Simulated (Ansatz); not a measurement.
# A hypothetical structure for LuAl2B2, part 2 of 2

This structure for LuAl2B2 is made up. Its elements were placed in a known structure type with a cell scaled to their sizes. What cell does the guess relax to, and how far off was it?

Ansatz 0.2.0; DFT, PBE, plane-wave PAW, default files, scalar-relativistic, no spin, cell and ions relaxed at zero pressure (the session's first sound run).

So far: Starting point; Relaxing cell and atoms. The relaxed cell has a = 3.684, c = 9.371 Å (conventional setting).

## Step 3: Bands of the relaxed cell

With the geometry fixed, one more self-consistent run, with a narrower smearing and the mesh shown in its input, gives the bands, and its pressure, and its forces where symmetry allows any, show how far the geometry depends on these settings.

This step: DFT, PBE, plane-wave PAW, default files, scalar-relativistic, no spin, bands and density of states at the relaxed cell (Ansatz 0.2.0).

input.yaml

```yaml
crystal:
  lattice:
    - [-1.841884078, 1.841884078, 4.6852940736]
    - [1.841884078, -1.841884078, 4.6852940736]
    - [1.841884078, 1.841884078, -4.6852940736]
  atoms:
    - { symbol: Lu, position: [0.0, 0.0, 0.0] }
    - { symbol: Al, position: [0.25, 0.75, 0.5] }
    - { symbol: Al, position: [0.75, 0.25, 0.5] }
    - { symbol: B, position: [0.5971318505, 0.5971318505, 0.0] }
    - { symbol: B, position: [0.4028681495, 0.4028681495, 0.0] }
kpoints:
  mp_grid: { grid: [12, 12, 12] }
  band_path:
    path:
      - [[0.0, 0.0, 0.0], [0.0, 0.0, 0.5], [-0.07727177, 0.07727177, 0.5], [-0.28863589, 0.28863589, 0.28863589], [0.0, 0.0, 0.0], [0.5, 0.5, -0.5], [0.28863589, 0.71136411, -0.28863589], [0.0, 0.5, 0.0], [0.25, 0.25, 0.25], [0.5, 0.5, -0.07727177], [0.5, 0.5, -0.5]]
      - [[0.0, 0.0, 0.5], [0.25, 0.25, 0.25]]
    npoints: 7
scf:
  occupations: { method: fermi_dirac, width: 0.03 }
  n_extra_bands: 9
hamiltonian:
  xc: pbe
  pseudopotentials: { kind: paw }
output:
  forces: true
  stress: true
  write_bands: true
  dos: { projected: true }
  write_density: true
  write_potential: true
  elf: true
  volumetric_format: npy
```

Run with:

```
ansatz run input.yaml --threads 4 --pin off --max-ram 8192MiB --backend cpu --events-out ev --progress --plain --runs-dir out
```

Numbers of over 12 decimals in the logs are rounded to 6 here.

What it wrote:

```text
Lu: projections on atomic orbitals take those of the free atom [Kr 4d10] 4f14 5s2 5p6 5d1 6s2, of charge +0.00 (hamiltonian.pseudopotentials.projection_atoms); the dataset's partial waves leave at most 5.1e-5 of an orbital's norm unspanned inside its sphere
[...]
Crystal: 5 atoms, lattice volume = 63.580 Å³
Basis set: ecut = 420 eV, 1243 PW (Γ), exchange–correlation on 72×72×72 points (8 copies of the dense FFT grid, shifted against one another)
Bands: 28, of which v1, the nominal top of the filled ones, is band 19 counted from 1 (18 counted from 0)
Symmetry: 16 space group operations
[...]
k-points: 163 of 1728
[...]
SCF iter   1: F=—  HF=-16120.493251 eV  |F-HF|=—  |Δ(HF+E_count)|=         —  Δρ=3.66e-3  dr2=1.02e-2  ethr=1.77e-3  ⟨swp⟩=6.6  Hψ=25339  notcnv=0  defer=39
[...]
SCF iter   8: F=-16120.489851 eV  HF=-16120.489851 eV  |F-HF|=2.61e-9  |Δ(HF+E_count)|=   5.00e-8  Δρ=2.22e-6  dr2=3.19e-9  ethr=8.42e-11  ⟨swp⟩=10.1  Hψ=31730  notcnv=0
SCF 1 converged in 8 iterations: F = -16120.489851 eV  dr2 = 3.19e-9
  Residual-converged pass: ⟨swp⟩=1.1  Hψ=5240  notcnv=0  max |occ|·‖R‖ = 7.1e-9 eV (tolerance 1.0e-8 eV)  dr2=3.19e-9  dr2_onsite=1.39e-9  max |Δocc| = 7.6e-12
[...]
NSCF: frozen V_eff on 79 k-points
SCF converged after 8 iterations
Free energy (F): -16120.489851 eV
[...]
Internal energy: -16120.484299 eV  (E = F + TS)
E sigma→0 (E₀):  -16120.487075 eV
Entropy (-TS):   -0.005552 eV (-1.110 meV/atom)
Fermi energy:    13.042206 eV
[...]
--- Forces (eV/Å), atoms counted from 1 ---
  atom   1  Lu    -0.00000000    -0.00000000     0.00000000
  atom   2  Al    -0.00000000     0.00000000    -0.00000000
  atom   3  Al     0.00000000    -0.00000000     0.00000000
  atom   4  B      0.00000000    -0.00000000    -0.00945894
  atom   5  B     -0.00000000     0.00000000     0.00945894
  max |Σ_I F_I| component: 1.04e-17 eV/Å
--- Stress (GPa, compression-positive) ---
       -0.050291       0.000000      -0.000000
        0.000000      -0.050291       0.000000
       -0.000000       0.000000       0.123534
  P = ⅓ Tr σ = 0.0077 GPa (0.077 kbar)
--- Band table (eV; the first three rows and the last of 163) ---
  k-point 0: bands = [... 15 lower, 10.2965, 12.0338, 12.0338, 12.1747, 13.5194, 15.0575, 16.3680, 16.7452, ... 5 higher]
  k-point 1: bands = [... 15 lower, 10.2444, 11.1137, 11.3808, 13.3417, 13.8265, 15.7510, 16.2374, 17.1031, ... 5 higher]
  k-point 2: bands = [... 15 lower, 10.1168, 10.2703, 10.3730, 14.6632, 14.7902, 15.5357, 17.1641, 17.3861, ... 5 higher]
  k-point 162: bands = [... 15 lower, 10.5132, 11.5125, 11.6751, 12.9774, 12.9774, 15.4439, 17.1009, 17.1618, ... 5 higher]
```

Run time: 7.6 s. Hardware: 4 threads of Arm Neoverse V2, shared host; peak memory 0.54 GiB.

The column dr2 measures how far the density is from self-consistency, as an energy; F and HF (Harris–Foulkes) agree once it is small.

Numbers from this step:

* free energy: -16120.4899 eV
* energy at zero smearing: -16120.4871 eV
* smearing term TS: 0.005552 eV
* pressure: 0.007651 GPa

From bands.tsv, the bands that come nearest the Fermi level along the path, at its corners, in eV from the Fermi level:

```
point  band 16  band 17  band 18  band 19  band 20  band 21  band 22  band 23
    Γ    -2.75    -1.01    -1.01    -0.87     0.48     2.02     3.33     3.70
    X    -4.54    -3.71    -3.08     0.01     0.53     2.15     4.77     5.42
    Y    -4.43    -3.77    -2.96     0.19     0.43     2.11     4.99     5.27
    S    -3.05    -2.86    -0.06     0.37     1.58     1.86     2.56     2.69
    Γ    -2.75    -1.01    -1.01    -0.87     0.48     2.02     3.33     3.70
    Z    -2.53    -1.53    -1.37    -0.06    -0.06     2.40     4.06     4.12
   S1    -3.05    -2.86    -0.06     0.37     1.58     1.86     2.56     2.69
    N    -2.79    -1.76    -0.99    -0.04     1.29     2.25     2.83     4.77
    P    -4.49    -3.43    -3.43    -1.34     2.10     3.26     3.26     5.40
   Y1    -4.43    -3.77    -2.96     0.19     0.43     2.11     4.99     5.27
    Z    -2.53    -1.53    -1.37    -0.06    -0.06     2.40     4.06     4.12
    X    -4.54    -3.71    -3.08     0.01     0.53     2.15     4.77     5.42
    P    -4.49    -3.43    -3.43    -1.34     2.10     3.26     3.26     5.40
```

Counts of states for the cell as run, both spins, by energy window (eV from the Fermi level):

| from | to | total |
| --- | --- | --- |
| -8 | -7 | 0.69 |
| -7 | -6 | 1.30 |
| -6 | -5 | 1.39 |
| -5 | -4 | 15.13 |
| -4 | -3 | 2.47 |
| -3 | -2 | 2.12 |
| -2 | -1 | 1.09 |
| -1 | 0 | 1.50 |
| 0 | 1 | 1.30 |
| 1 | 2 | 1.80 |
| 2 | 3 | 2.11 |
| 3 | 4 | 2.26 |
| 4 | 5 | 2.66 |

Below -8 eV lie 11.3 more states.

Valence density in the ac plane of the conventional cell at fractional y = 0.000, with atoms of Lu and Al and B within 0.2 Å of it. It is the smooth field of the valence electrons, not physical close to the nuclei.

Ten steps, logarithmic in the rise over the least value, from '_' (0 e/Å³) to '@' (38 e/Å³), each cell a mean:
```
@@%%++--..__________..==**%%
++++--..______________::==++
......__________________....
____________________________
____________________________
____________________________
____________________________
..........__________........
..........__________........
..........__________........
::::....______________....::
::......______________....::
::::....______________....::
........____________........
..........__________........
..........________..........
........____________........
____________________________
____________________________
____________________________
____________________________
--::..________________..::--
##**==::____________..--++##
@@%%**--..__________..==##@@
```
Columns run along a (3.7 Å), rows up along c (9.4 Å), edges of the conventional cell, whose origin can differ from the input's. Atoms in or near the plane, at fractional coordinates: Lu at (0.00, 0.00), Al at (0.50, 0.25), Al at (0.50, 0.75), B at (0.00, 0.60), B at (0.00, 0.40).

ELF in the ac plane of the conventional cell at fractional y = 0.000, with atoms of Lu and Al and B within 0.2 Å of it. It is the smooth field of the valence electrons, not physical close to the nuclei.

Values, 24 rows by 14 columns, each cell a mean:
```
0.84 0.84 0.77 0.48 0.16 0.09 0.13 0.16 0.11 0.08 0.25 0.61 0.82 0.85
0.74 0.66 0.48 0.24 0.12 0.16 0.24 0.28 0.22 0.13 0.13 0.31 0.57 0.70
0.31 0.27 0.19 0.17 0.23 0.34 0.40 0.42 0.39 0.30 0.20 0.16 0.21 0.29
0.21 0.23 0.28 0.35 0.40 0.40 0.37 0.36 0.39 0.42 0.39 0.32 0.25 0.22
0.32 0.34 0.39 0.42 0.35 0.18 0.10 0.09 0.12 0.25 0.39 0.42 0.37 0.33
0.34 0.37 0.42 0.42 0.24 0.05 0.06 0.08 0.04 0.10 0.33 0.44 0.40 0.36
0.45 0.48 0.55 0.57 0.44 0.14 0.05 0.06 0.06 0.25 0.50 0.57 0.52 0.47
0.51 0.58 0.69 0.74 0.70 0.50 0.27 0.20 0.33 0.59 0.72 0.73 0.65 0.55
0.20 0.38 0.68 0.78 0.76 0.65 0.51 0.44 0.55 0.70 0.77 0.76 0.57 0.30
0.04 0.18 0.55 0.71 0.67 0.54 0.42 0.38 0.46 0.60 0.70 0.69 0.41 0.10
0.36 0.46 0.62 0.64 0.54 0.38 0.27 0.23 0.30 0.44 0.59 0.66 0.57 0.42
0.81 0.78 0.72 0.61 0.45 0.28 0.18 0.15 0.20 0.34 0.51 0.66 0.76 0.80
0.68 0.70 0.70 0.62 0.48 0.31 0.20 0.18 0.23 0.37 0.53 0.66 0.69 0.68
0.15 0.29 0.57 0.67 0.60 0.45 0.33 0.29 0.36 0.51 0.63 0.66 0.46 0.22
0.04 0.21 0.59 0.74 0.72 0.60 0.48 0.44 0.52 0.65 0.74 0.72 0.45 0.12
0.37 0.50 0.71 0.78 0.76 0.63 0.45 0.37 0.51 0.70 0.77 0.77 0.65 0.46
0.51 0.56 0.64 0.68 0.60 0.33 0.14 0.09 0.18 0.45 0.65 0.67 0.61 0.54
0.39 0.42 0.48 0.48 0.32 0.07 0.06 0.08 0.04 0.14 0.40 0.50 0.46 0.41
0.33 0.36 0.41 0.41 0.27 0.08 0.05 0.06 0.05 0.14 0.33 0.42 0.39 0.35
0.29 0.31 0.36 0.42 0.41 0.30 0.21 0.19 0.23 0.34 0.41 0.40 0.34 0.30
0.19 0.19 0.20 0.26 0.35 0.42 0.44 0.43 0.43 0.39 0.32 0.24 0.20 0.19
0.49 0.43 0.27 0.15 0.15 0.25 0.34 0.36 0.32 0.21 0.15 0.18 0.34 0.46
0.83 0.79 0.64 0.34 0.12 0.11 0.18 0.22 0.16 0.10 0.18 0.46 0.71 0.80
0.82 0.85 0.82 0.55 0.17 0.08 0.12 0.14 0.10 0.08 0.29 0.68 0.85 0.84
```
Columns run along a (3.7 Å), rows up along c (9.4 Å), edges of the conventional cell, whose origin can differ from the input's. Atoms in or near the plane, at fractional coordinates: Lu at (0.00, 0.00), Al at (0.50, 0.25), Al at (0.50, 0.75), B at (0.00, 0.60), B at (0.00, 0.40).

Electrostatic potential energy in the ac plane of the conventional cell at fractional y = 0.000, with atoms of Lu and Al and B within 0.2 Å of it. With pseudopotentials it is smooth inside the atoms' cores, unlike the true potential.

Values in eV, 24 rows by 14 columns, each cell a mean:
```
-52 -51 -38 -13   4  11  13  14  13   9   0 -21 -46 -52
-35 -28 -13   1   9  12  14  14  13  11   6  -3 -19 -32
  0   2   6   9  11  12  12  12  12  11  10   8   4   1
 11  12  12  11   8   5   2   1   2   6   9  11  12  11
 14  13  12   8   1  -4  -3  -1  -3  -3   3  10  13  14
 14  14  11   5  -4  -1   6   8   4  -4  -1   8  12  14
 13  13  11   6  -3  -3   3   5   1  -4   1   9  12  13
  2   5   9   9   5  -1  -3  -3  -3   1   7  10   8   4
-35 -24  -2   9  11   9   7   7   8  10  11   7 -11 -29
-52 -42 -13   7  13  14  13  13  14  14  12   3 -25 -47
-32 -21   0  10  14  14  14  14  14  14  13   8  -8 -26
  2   5  10  13  14  14  14  14  14  14  14  12   9   4
 -9  -3   7  12  14  14  14  14  14  14  14  11   4  -6
-45 -34  -7   9  13  14  14  14  14  14  12   5 -18 -39
-50 -39 -11   7  12  13  12  12  12  13  11   3 -23 -45
-17  -9   4   9   9   5   2   1   3   7  10   9   0 -13
  9  10  11   8   1  -4  -2  -1  -3  -3   4  10  11  10
 14  13  11   5  -4  -1   6   8   4  -4  -1   8  12  14
 14  14  11   6  -3  -3   3   5   1  -5   0   9  13  14
 13  13  12  10   4  -2  -4  -4  -3   0   6  11  12  13
  9   9  10  11  10   9   7   6   8   9  11  11  10   9
-13  -8   0   7  10  12  13  13  13  12   9   5  -3 -10
-48 -42 -25  -5   7  12  14  14  13  10   4 -11 -33 -45
-52 -52 -44 -16   3  10  13  14  13   8  -2 -26 -50 -52
```
Columns run along a (3.7 Å; values clipped at the 3rd and 97th percentile), rows up along c (9.4 Å), edges of the conventional cell, whose origin can differ from the input's. Atoms in or near the plane, at fractional coordinates: Lu at (0.00, 0.00), Al at (0.50, 0.25), Al at (0.50, 0.75), B at (0.00, 0.60), B at (0.00, 0.40).

## Step 4: Outcome

```
space group, relaxed : I4/mmm
conventional cell    : a = 3.684, b = 3.684, c = 9.371 Å; α = 90.0°, β = 90.0°, γ = 90.0°
volume per atom      : 12.72 Å³ (guess 13.69)
```

**Reading.** LuAl2B2 relaxes to I4/mmm with a = 3.684, b = 3.684 and c = 9.371 Å. The guessed volume was 8 % too large. The space group I4/mmm was held in the relaxation, so the end point is a stationary structure within it and may be a saddle against distortions or other arrangements. Bands cross the Fermi level, so it is a metal or semimetal at this level. The electron count is odd, which forces that without spin polarisation or a larger cell. On the 12×12×12 mesh with the narrower smearing (relaxed on 10×10×10) the largest force component is 0.009 eV/Å and the largest stress component is 0.124 GPa, against the relaxation's thresholds of 0.015 eV/Å and 0.05 GPa. The cutoff wasn't tested. Spin-orbit coupling is left out, which can matter for elements this heavy. No dispersion term is used, so weakly bound directions may come out too long. Nothing here tests whether the compound is stable against decomposition.

[Logs are printed without paths, hosts, clocks, repeated set-up lines and the standing remarks that a program may print on its own settings, such as how far it seeks lower states.]

[Hosts, paths, dates, database ids (printed as entryN), source tags and the programs' standing remarks are cut or masked in the printed files.]
